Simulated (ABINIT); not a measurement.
# Quasiparticle gap of InF3 (R-3c) in ABINIT, part 2 of 3

Wanted: ground state, empty states, screening and self-energy for InF3 (R-3c).

ABINIT 10.8.3; LDA and many-body steps on it, plane waves. Known limits of the many-body steps: not at the basis limit; no spin-orbit coupling.

So far. Step 2 (Ground state): The gap is indirect, with the least direct gap 0.03 eV higher.

## (3) Bands along the symmetry lines

Level of this step: DFT, LDA, plane waves, norm-conserving pseudopotentials (ABINIT).

Levels along a band path, at the cheap level, show where the edges lie and whether the meshes to come will hold them.

File run.abi:

```
acell 3*1.0 Angstrom
rprim 
  2.602141182914 1.502346912402 4.907506134507
  -2.602141182914 1.502346912402 4.907506134507
  0.000000000000 -3.004693824873 4.907506134486
ntypat 2
znucl 49 9
natom 8
typat 1 1 2 2 2 2 2 2
xred 
  0.500000000000 0.500000000000 0.500000000000
  -0.000000000000 0.000000000000 0.000000000000
  0.395709220000 0.750000000000 0.104290780000
  0.750000000000 0.104290780000 0.395709220000
  0.895709220000 0.604290780000 0.250000000000
  0.250000000000 0.895709220000 0.604290780000
  0.604290780000 0.250000000000 0.895709220000
  0.104290780000 0.395709220000 0.750000000000
pp_dirpath "pseudos"
pseudos "In.upf, F.upf"
ecut 36
iscf -2
irdden 1
kptopt 0
nkpt 31
kpt 
  0.00000000 0.00000000 0.00000000
  0.12500000 0.12500000 0.12500000
  0.25000000 0.25000000 0.25000000
  0.37500000 0.37500000 0.37500000
  0.50000000 0.50000000 0.50000000
  0.56771382 0.43228618 0.50000000
  0.63542764 0.36457236 0.50000000
  0.70314146 0.29685854 0.50000000
  0.77085528 0.22914472 0.50000000
  0.50000000 -0.22914472 0.22914472
  0.50000000 -0.17185854 0.17185854
  0.50000000 -0.11457236 0.11457236
  0.50000000 -0.05728618 0.05728618
  0.50000000 0.00000000 0.00000000
  0.37500000 0.00000000 0.00000000
  0.25000000 0.00000000 0.00000000
  0.12500000 0.00000000 0.00000000
  0.00000000 0.00000000 0.00000000
  0.09114309 -0.09114309 0.00000000
  0.18228618 -0.18228618 0.00000000
  0.27342927 -0.27342927 0.00000000
  0.36457236 -0.36457236 -0.00000000
  0.63542764 0.00000000 0.36457236
  0.60157073 0.00000000 0.39842927
  0.56771382 0.00000000 0.43228618
  0.53385691 0.00000000 0.46614309
  0.50000000 0.00000000 0.50000000
  0.37500000 0.00000000 0.37500000
  0.25000000 0.00000000 0.25000000
  0.12500000 0.00000000 0.12500000
  0.00000000 0.00000000 0.00000000
istwfk *1
nband 49
nbdbuf 2
tolwfr 1e-08
nstep 40
prtwf 0
prtvol 0
indata_prefix "in"
outdata_prefix "out"
tmpdata_prefix "tmp"
```

Launch:

```sh
$ OMP_NUM_THREADS=1 mpirun -n 8 abinit run.abi > log
```

Numbers of over 12 decimals in the logs are rounded to 6 here.

Log:

```text
.Version 10.8.3 of ABINIT. v10.8.2 released Aug 2026.

 Symmetries : space group R-3 c (#167); Bravais hR (rhombohedral)
[... echo of the input left out ...]
== DATASET  1 ==================================================================
-   mpi_nproc: 8, omp_nthreads: 1 (-1 if OMP is not activated)

--- !DatasetInfo
iteration_state: {dtset: 1, }
dimensions: {natom: 8, nkpt: 31, mband: 49, nsppol: 1, nspinor: 1, nspden: 1, mpw: 8034, }
cutoff_energies: {ecut:  36.0, pawecutdg:  -1.0, }
electrons: {nelect:   8.40000000E+01, charge:   0.00000000E+00, occopt:   1.00000000E+00, tsmear:   1.00000000E-02, }

 Real(R)+Recip(G) space primitive vectors, cartesian coordinates (Bohr,Bohr^-1):
 R(1)=  4.9173342  2.8390242  9.2738426  G(1)=  0.1016811  0.0587056  0.0359434
 R(2)= -4.9173342  2.8390242  9.2738426  G(2)= -0.1016811  0.0587056  0.0359434
 R(3)=  0.0000000 -5.6780484  9.2738426  G(3)=  0.0000000 -0.1174112  0.0359434
 Unit cell volume ucvol=  7.7680102E+02 bohr^3
 Angles (23,13,12)=  5.37710328E+01  5.37710328E+01  5.37710328E+01 degrees

 getcut: wavevector=  0.0000  0.0000  0.0000  ngfft=  60  60  60
         ecut(hartree)=     36.000   => boxcut(ratio)=   2.04307

--- Pseudopotential description ------------------------------------------------
- In Generated using ONCVPSP code by D. R. Hamann
- 49.00000  21.00000  180309                  znucl, zion, pspdat
12 -1012 2 -1 1894                            pspcod,pspxc,lmax,lloc,mmax
     nproj     2     2     2
  pspatm : epsatm=   33.93291270
         --- l  ekb(1:nproj) -->
             0    8.377455   -0.565121
             1    2.447487   -1.211193
             2   -3.400789   -0.970230
 pspatm: atomic psp has been read  and splines computed

- F Generated using ONCVPSP code by D. R. Hamann
-  9.00000   7.00000  201202                  znucl, zion, pspdat
12 -1012 2 -1 824                             pspcod,pspxc,lmax,lloc,mmax
     nproj     2     2     1
  pspatm : epsatm=    4.94580260
         --- l  ekb(1:nproj) -->
[...]
2   -2.364936
 pspatm: atomic psp has been read  and splines computed

--------------------------------------------------------------------------------

================================================================================
 prteigrs : about to open file out_EIG
 Non-SCF case, kpt    1 (  0.00000  0.00000  0.00000), residuals and eigenvalues=
  2.91E-09  8.58E-09  1.52E-09  3.69E-09  4.60E-09  8.75E-09  4.80E-09  6.02E-09
  7.32E-09  4.33E-09  4.15E-09  5.60E-09  6.25E-09  7.44E-09  3.06E-09  8.25E-09
  2.26E-09  6.61E-09  3.95E-09  1.48E-09  1.25E-09  3.16E-09  2.85E-09  7.75E-09
[...]
4.27E-05
 -4.1150E+00 -4.1150E+00 -2.5942E+00 -2.5942E+00 -2.5942E+00 -2.5942E+00
 -2.5935E+00 -2.5935E+00 -7.7003E-01 -7.5295E-01 -7.5295E-01 -7.4826E-01
 -7.4452E-01 -7.4452E-01 -4.4002E-01 -4.4002E-01 -4.2236E-01 -4.2236E-01
[...]
-4.6027E-02 -4.6027E-02 -4.4138E-02 -4.4138E-02 -3.8820E-02 -3.8820E-02
  1.0973E-01  3.0850E-01  3.4547E-01  3.8581E-01  3.8581E-01  4.2215E-01
[...]
--- !ResultsGS
iteration_state: {dtset: 1, }
comment   : Summary of ground state results
lattice_vectors:
- [  4.9173342,   2.8390242,   9.2738426, ]
- [ -4.9173342,   2.8390242,   9.2738426, ]
- [  0.0000000,  -5.6780484,   9.2738426, ]
lattice_lengths: [  10.87402,   10.87402,   10.87402, ]
lattice_angles: [ 53.771,  53.771,  53.771, ] # degrees, (23, 13, 12)
lattice_volume:   7.7680102E+02
convergence: {deltae:  0.000E+00, res2:  0.000E+00, residm:  9.975E-09, diffor:  0.000E+00, }
etotal    :  -5.46373756E+02
entropy   :   0.00000000E+00
fermie    :  -3.76460518E-02
cartesian_stress_tensor: null
pressure_GPa: null
xred      :
- [  5.0000E-01,   5.0000E-01,   5.0000E-01, In]
- [  0.0000E+00,   0.0000E+00,   0.0000E+00, In]
- [  3.9571E-01,   7.5000E-01,   1.0429E-01,  F]
- [  7.5000E-01,   1.0429E-01,   3.9571E-01,  F]
- [  8.9571E-01,   6.0429E-01,   2.5000E-01,  F]
- [  2.5000E-01,   8.9571E-01,   6.0429E-01,  F]
- [  6.0429E-01,   2.5000E-01,   8.9571E-01,  F]
- [  1.0429E-01,   3.9571E-01,   7.5000E-01,  F]
cartesian_forces: null
force_length_stats: {min: null, max: null, mean: null, }

 Integrated electronic density in atomic spheres:
 ------------------------------------------------
 Atom  Sphere_radius  Integrated_density
[...]
================================================================================

 ----iterations are completed or convergence reached----

 Mean square residual over all n,k,spin=   50.063E-10; max=  99.750E-10
 reduced coordinates (array xred) for    8 atoms
[...]
0.604290780000      0.250000000000      0.895709220000
       0.104290780000      0.395709220000      0.750000000000

 cartesian coordinates (angstrom) at end:
    1      0.000000    -3.45e-11     7.361259
    2      0.000000     0.000000     0.000000
    3     -0.921915     1.407891     6.134383
[...]
7      0.921915    -1.407891     8.588136
    8     -0.758312    -1.502347     6.134383
 length scales=  1.889726125908  1.889726125908  1.889726125908 bohr
              =  1.000000000000  1.000000000000  1.000000000000 angstroms
 prteigrs : about to open file out_EIG
 Eigenvalues (hartree) for nkpt=  31  k points:
 kpt#   1, nband= 49, wtk=  1.00000, kpt=  0.0000  0.0000  0.0000 (reduced coord)
[...]
kpt#   2, nband= 49, wtk=  1.00000, kpt=  0.1250  0.1250  0.1250 (reduced coord)
[...]
kpt#   3, nband= 49, wtk=  1.00000, kpt=  0.2500  0.2500  0.2500 (reduced coord)
[...]
kpt#  30, nband= 49, wtk=  1.00000, kpt=  0.1250  0.0000  0.1250 (reduced coord)
[...]
0.45953
 kpt#  31, nband= 49, wtk=  1.00000, kpt=  0.0000  0.0000  0.0000 (reduced coord)
[...]
-0.07896   -0.05970   -0.05970   -0.04857   -0.04603   -0.04603   -0.04414   -0.04414
  -0.03882   -0.03882    0.10973    0.30850    0.34547    0.38581    0.38581    0.42215
   0.45572

== END DATASET(S) ==============================================================
================================================================================

 -outvars: echo values of variables after computation  --------
            nband          49
             nkpt          31
          spgroup         167
 [... the other variables as echoed above ...]

 Calculation completed.
```

It took 42 s on 8 MPI ranks of Arm Neoverse V2, shared host; peak memory 0.82 GiB; 5.6 min of CPU time.

Numbers from this step:

```yaml
gap: 4.010 eV
k_of_the_valence_top: 0.5, 0, 0.5
k_of_the_conduction_bottom: 0, 0, 0
least_direct_gap: 4.042 eV
```

The gap is 4.010 eV, as in the run before at this level.

Electronic bands along the path, in eV, zero at the top of the highest filled band:

| point | band 39 | band 40 | band 41 | band 42 | band 43 | band 44 | band 45 | band 46 |
| --- | --- | --- | --- | --- | --- | --- | --- | --- |
| Γ | -0.18 | -0.18 | -0.03 | -0.03 | 4.01 | 9.42 | 10.43 | 11.52 |
| halfway | -0.18 | -0.18 | -0.05 | -0.05 | 4.78 | 8.22 | 11.15 | 11.80 |
| T | -0.12 | -0.12 | -0.12 | -0.12 | 6.43 | 6.43 | 11.71 | 11.71 |
| halfway | -0.21 | -0.21 | -0.14 | -0.14 | 6.78 | 6.78 | 10.67 | 10.67 |
| H2 | -0.18 | -0.18 | -0.09 | -0.09 | 7.09 | 7.09 | 10.04 | 10.04 |
| jump to H0 | -0.18 | -0.18 | -0.09 | -0.09 | 7.09 | 7.09 | 10.04 | 10.04 |
| halfway | -0.26 | -0.26 | -0.10 | -0.10 | 6.80 | 6.80 | 10.55 | 10.55 |
| L | -0.26 | -0.26 | -0.13 | -0.13 | 6.62 | 6.62 | 11.02 | 11.02 |
| halfway | -0.28 | -0.27 | -0.11 | -0.05 | 4.88 | 8.40 | 10.96 | 11.04 |
| Γ | -0.18 | -0.18 | -0.03 | -0.03 | 4.01 | 9.42 | 10.43 | 11.52 |
| halfway | -0.23 | -0.19 | -0.16 | -0.03 | 5.19 | 8.21 | 10.47 | 11.33 |
| S0 | -0.22 | -0.18 | -0.14 | -0.03 | 6.85 | 7.23 | 9.89 | 10.63 |
| jump to S2 | -0.22 | -0.18 | -0.14 | -0.03 | 6.85 | 7.23 | 9.89 | 10.63 |
| halfway | -0.21 | -0.19 | -0.16 | -0.01 | 6.62 | 7.83 | 9.71 | 10.51 |
| F | -0.24 | -0.20 | -0.15 | 0.00 | 6.54 | 8.09 | 9.60 | 10.49 |
| halfway | -0.27 | -0.16 | -0.14 | -0.09 | 5.10 | 8.53 | 10.55 | 10.74 |
| Γ | -0.18 | -0.18 | -0.03 | -0.03 | 4.01 | 9.42 | 10.43 | 11.52 |

## (4) Empty states on the mesh, 4×4×4 mesh, 114 bands

The sums over transitions need many empty states on a uniform mesh; this step solves for them.

File run.abi:

```
acell 3*1.0 Angstrom
rprim 
  2.602141182914 1.502346912402 4.907506134507
  -2.602141182914 1.502346912402 4.907506134507
  0.000000000000 -3.004693824873 4.907506134486
ntypat 2
znucl 49 9
natom 8
typat 1 1 2 2 2 2 2 2
xred 
  0.500000000000 0.500000000000 0.500000000000
  -0.000000000000 0.000000000000 0.000000000000
  0.395709220000 0.750000000000 0.104290780000
  0.750000000000 0.104290780000 0.395709220000
  0.895709220000 0.604290780000 0.250000000000
  0.250000000000 0.895709220000 0.604290780000
  0.604290780000 0.250000000000 0.895709220000
  0.104290780000 0.395709220000 0.750000000000
pp_dirpath "pseudos"
pseudos "In.upf, F.upf"
ecut 36
ngkpt 4 4 4
nshiftk 1
shiftk 0 0 0
kptopt 1
chksymbreak 0
iscf -2
irdden 1
istwfk *1
nband 114
nbdbuf 10
tolwfr 1e-09
nstep 60
prtvol 0
indata_prefix "in"
outdata_prefix "out"
tmpdata_prefix "tmp"
```

Log:

```text
.Version 10.8.3 of ABINIT. v10.8.2 released Aug 2026.

 Symmetries : space group R-3 c (#167); Bravais hR (rhombohedral)
[... echo of the input left out ...]
== DATASET  1 ==================================================================
-   mpi_nproc: 8, omp_nthreads: 1 (-1 if OMP is not activated)
-    --> not optimal distribution: autoparal keyword recommended in input file <--

--- !DatasetInfo
iteration_state: {dtset: 1, }
dimensions: {natom: 8, nkpt: 13, mband: 114, nsppol: 1, nspinor: 1, nspden: 1, mpw: 8026, }
cutoff_energies: {ecut:  36.0, pawecutdg:  -1.0, }
electrons: {nelect:   8.40000000E+01, charge:   0.00000000E+00, occopt:   1.00000000E+00, tsmear:   1.00000000E-02, }

 Real(R)+Recip(G) space primitive vectors, cartesian coordinates (Bohr,Bohr^-1):
 R(1)=  4.9173342  2.8390242  9.2738426  G(1)=  0.1016811  0.0587056  0.0359434
 R(2)= -4.9173342  2.8390242  9.2738426  G(2)= -0.1016811  0.0587056  0.0359434
 R(3)=  0.0000000 -5.6780484  9.2738426  G(3)=  0.0000000 -0.1174112  0.0359434
 Unit cell volume ucvol=  7.7680102E+02 bohr^3
 Angles (23,13,12)=  5.37710328E+01  5.37710328E+01  5.37710328E+01 degrees

 getcut: wavevector=  0.0000  0.0000  0.0000  ngfft=  60  60  60
         ecut(hartree)=     36.000   => boxcut(ratio)=   2.04307

--- Pseudopotential description ------------------------------------------------
- In Generated using ONCVPSP code by D. R. Hamann
- 49.00000  21.00000  180309                  znucl, zion, pspdat
12 -1012 2 -1 1894                            pspcod,pspxc,lmax,lloc,mmax
     nproj     2     2     2
  pspatm : epsatm=   33.93291270
         --- l  ekb(1:nproj) -->
             0    8.377455   -0.565121
             1    2.447487   -1.211193
             2   -3.400789   -0.970230
 pspatm: atomic psp has been read  and splines computed

- F Generated using ONCVPSP code by D. R. Hamann
-  9.00000   7.00000  201202                  znucl, zion, pspdat
12 -1012 2 -1 824                             pspcod,pspxc,lmax,lloc,mmax
     nproj     2     2     1
  pspatm : epsatm=    4.94580260
         --- l  ekb(1:nproj) -->
[...]
2   -2.364936
 pspatm: atomic psp has been read  and splines computed

--------------------------------------------------------------------------------

================================================================================
 prteigrs : about to open file out_EIG
 Non-SCF case, kpt    1 (  0.00000  0.00000  0.00000), residuals and eigenvalues=
  3.42E-10  3.67E-10  3.27E-10  4.86E-10  1.81E-10  4.83E-10  3.15E-10  3.68E-10
  2.20E-10  2.40E-10  7.84E-10  2.37E-10  1.78E-10  3.95E-10  6.04E-11  1.37E-10
  9.44E-11  1.40E-10  2.40E-10  1.29E-10  1.92E-10  1.83E-10  2.26E-10  8.72E-10
[...]
7.41E-05  2.88E-04
 -4.1150E+00 -4.1150E+00 -2.5942E+00 -2.5942E+00 -2.5942E+00 -2.5942E+00
 -2.5935E+00 -2.5935E+00 -7.7003E-01 -7.5295E-01 -7.5295E-01 -7.4826E-01
 -7.4452E-01 -7.4452E-01 -4.4002E-01 -4.4002E-01 -4.2236E-01 -4.2236E-01
[...]
1.3726E+00  1.4381E+00  1.4381E+00  1.4671E+00  1.4842E+00  1.4842E+00
  1.5127E+00  1.5443E+00  1.5443E+00  1.5464E+00  1.5818E+00  1.5819E+00
 prteigrs : prtvol=0 or 1, do not print more k-points.

--- !ResultsGS
iteration_state: {dtset: 1, }
comment   : Summary of ground state results
lattice_vectors:
- [  4.9173342,   2.8390242,   9.2738426, ]
- [ -4.9173342,   2.8390242,   9.2738426, ]
- [  0.0000000,  -5.6780484,   9.2738426, ]
lattice_lengths: [  10.87402,   10.87402,   10.87402, ]
lattice_angles: [ 53.771,  53.771,  53.771, ] # degrees, (23, 13, 12)
lattice_volume:   7.7680102E+02
convergence: {deltae:  0.000E+00, res2:  0.000E+00, residm:  9.926E-10, diffor:  0.000E+00, }
etotal    :  -5.46373756E+02
entropy   :   0.00000000E+00
fermie    :  -3.76460518E-02
cartesian_stress_tensor: null
pressure_GPa: null
xred      :
- [  5.0000E-01,   5.0000E-01,   5.0000E-01, In]
- [  0.0000E+00,   0.0000E+00,   0.0000E+00, In]
- [  3.9571E-01,   7.5000E-01,   1.0429E-01,  F]
- [  7.5000E-01,   1.0429E-01,   3.9571E-01,  F]
- [  8.9571E-01,   6.0429E-01,   2.5000E-01,  F]
- [  2.5000E-01,   8.9571E-01,   6.0429E-01,  F]
- [  6.0429E-01,   2.5000E-01,   8.9571E-01,  F]
- [  1.0429E-01,   3.9571E-01,   7.5000E-01,  F]
cartesian_forces: null
force_length_stats: {min: null, max: null, mean: null, }

 Integrated electronic density in atomic spheres:
 ------------------------------------------------
 Atom  Sphere_radius  Integrated_density
[...]
================================================================================

 ----iterations are completed or convergence reached----

 Mean square residual over all n,k,spin=   33.740E-11; max=  99.258E-11
 reduced coordinates (array xred) for    8 atoms
[...]
0.604290780000      0.250000000000      0.895709220000
       0.104290780000      0.395709220000      0.750000000000

 cartesian coordinates (angstrom) at end:
    1      0.000000    -3.45e-11     7.361259
    2      0.000000     0.000000     0.000000
    3     -0.921915     1.407891     6.134383
[...]
7      0.921915    -1.407891     8.588136
    8     -0.758312    -1.502347     6.134383
 length scales=  1.889726125908  1.889726125908  1.889726125908 bohr
              =  1.000000000000  1.000000000000  1.000000000000 angstroms
 prteigrs : about to open file out_EIG
 Eigenvalues (hartree) for nkpt=  13  k points:
 kpt#   1, nband=114, wtk=  0.01563, kpt=  0.0000  0.0000  0.0000 (reduced coord)
[...]
1.30348    1.31065    1.31065    1.31904    1.35837    1.35837    1.37263    1.43815
   1.43815    1.46708    1.48422    1.48422    1.51269    1.54431    1.54431    1.54644
   1.58184    1.58195
 prteigrs : prtvol=0 or 1, do not print more k-points.

== END DATASET(S) ==============================================================
================================================================================

 -outvars: echo values of variables after computation  --------
            nband         114
             nkpt          13
          spgroup         167
 [... the other variables as echoed above ...]

 Calculation completed.
```

It took 54 s on 8 MPI ranks; peak memory 0.86 GiB; 7.2 min of CPU time.

This step gave:

```
gap                                                           : 4.010 eV
k of the valence top                                          : 0.5, 0.5, 0
k of the conduction bottom                                    : 0, 0, 0
least direct gap                                              : 4.042 eV
k points computed                                             : 13
lowest point of the top converged band, above the valence top : 38.04 eV
```

On this mesh the gap is 4.010 eV.

## (5) Screening, 4×4×4 mesh, 104 bands, screening to 89.8 eV

The RPA dielectric matrix is built and inverted for each q.

This step: RPA screening on LDA, plane waves, norm-conserving pseudopotentials.

run.abi: that of step 4 with these lines changed.

```diff
@@ -26,10 +26,11 @@
 chksymbreak 0
-iscf -2
-irdden 1
 istwfk *1
-nband 114
-nbdbuf 10
-tolwfr 1e-09
-nstep 60
-prtvol 0
+occopt 1
+irdwfk 1
+optdriver 3
+nband 104
+ecuteps 3.3
+inclvkb 2
+awtr 1
+symchi 1
 indata_prefix "in"
```

Log:

```text
.Version 10.8.3 of ABINIT. v10.8.2 released Aug 2026.

 Symmetries : space group R-3 c (#167); Bravais hR (rhombohedral)
[... echo of the input left out ...]
== DATASET  1 ==================================================================
-   mpi_nproc: 8, omp_nthreads: 1 (-1 if OMP is not activated)

--- !DatasetInfo
iteration_state: {dtset: 1, }
dimensions: {natom: 8, nkpt: 13, mband: 104, nsppol: 1, nspinor: 1, nspden: 1, mpw: 8026, }
cutoff_energies: {ecut:  36.0, pawecutdg:  -1.0, }
electrons: {nelect:   8.40000000E+01, charge:   0.00000000E+00, occopt:   1.00000000E+00, tsmear:   1.00000000E-02, }

 SCREENING: Calculation of the susceptibility and dielectric matrices

 Based on a program developped by R.W. Godby, V. Olevano, G. Onida, and L. Reining.
 Incorporated in ABINIT by V. Olevano, G.-M. Rignanese, and M. Torrent.
.Using double precision arithmetic ; gwpc =  8

[... cell and pseudopotentials left out ...]
--------------------------------------------------------------------------------

 ==== K-mesh for the wavefunctions ====
 Number of points in the irreducible wedge :    13
[... list of points left out ...]
 Together with 12 symmetry operations and time-reversal symmetry
 yields    64 points in the full Brillouin Zone.

 ==== Q-mesh for the screening function ====
 Number of points in the irreducible wedge :    13
[... list of points left out ...]
 Together with 12 symmetry operations and time-reversal symmetry
 yields    64 points in the full Brillouin Zone.

 setmesh: FFT mesh size selected  =    40x   40x   40
          total number of points  =        64000

 vcoul_init : cutoff-mode = AUXILIARY_FUNCTION
 q-points for optical limit:   1
     1)      0.000010    0.000020    0.000030

- screening: taking advantage of time-reversal symmetry
- Maximum band index for partially occupied states nbvw = 42
- Remaining bands to be divided among processors   nbcw = 62
- Number of bands treated by each node ~7

 Number of electrons calculated from density =   84.0000; Expected =   84.0000
 average of density, n =  0.108136
 r_s =    1.3021
 omega_plasma =   31.7205 [eV]

 calculating chi0 at frequencies [eV] :
  1    0.000000E+00    0.000000E+00
  2    0.000000E+00    3.172052E+01

--------------------------------------------------------------------------------
  q-point number  1        q = ( 0.000000, 0.000000, 0.000000) [r.l.u.]
--------------------------------------------------------------------------------
[... chi0 elements left out ...]
 For q-point:  0.000010 0.000020 0.000030
  dielectric constant =   2.3723
  dielectric constant without local fields =   2.4554

  Average fulfillment of the sum rule on Im[epsilon] for q-point    1 :     27.02  [%]
[... wings left out ...]
  q-point number  2        q = ( 0.250000, 0.000000, 0.000000) [r.l.u.]
--------------------------------------------------------------------------------
[... chi0 elements left out ...]
  Average fulfillment of the sum rule on Im[epsilon] for q-point    2 :     35.89  [%]

 [... 11 further q-points ...]
```

Run time: 3.2 min. Hardware: 8 MPI ranks; peak memory 6.6 GiB; 26 min of CPU time.

Numbers from this step:

- ε∞ with local fields, on this mesh, along the program's q direction: 2.372
- the same without local fields: 2.455
- plasma frequency: 31.72 eV
- plane waves in the screening matrix: 211

Local fields lower ε∞ by 3 %.

(Continued in part 3 of 3.)

[Paths, hosts, dates, memory and timing lines, banners, echoed tables and standing remarks are left out of the program output.]

[Logs are printed without paths, hosts, clocks, repeated set-up lines and the standing remarks that a program may print on its own settings, such as how far it seeks lower states.]

[Runs of the session that timed out or met a known fault of the program may be left out.]

[Hosts, paths, dates, database ids (printed as entryN), source tags and the programs' standing remarks are cut or masked in the printed files.]

[G0W0 gaps are taken among the corrected bands and points alone; a level outside them can change the order at an edge.]

[Where Ansatz stands beside ABINIT at settings called matched, ABINIT's density can come from a denser mesh and the files from another edition; pairs whose starting gaps differed by over 0.03 eV were left out, so agreement reads better than it is.]
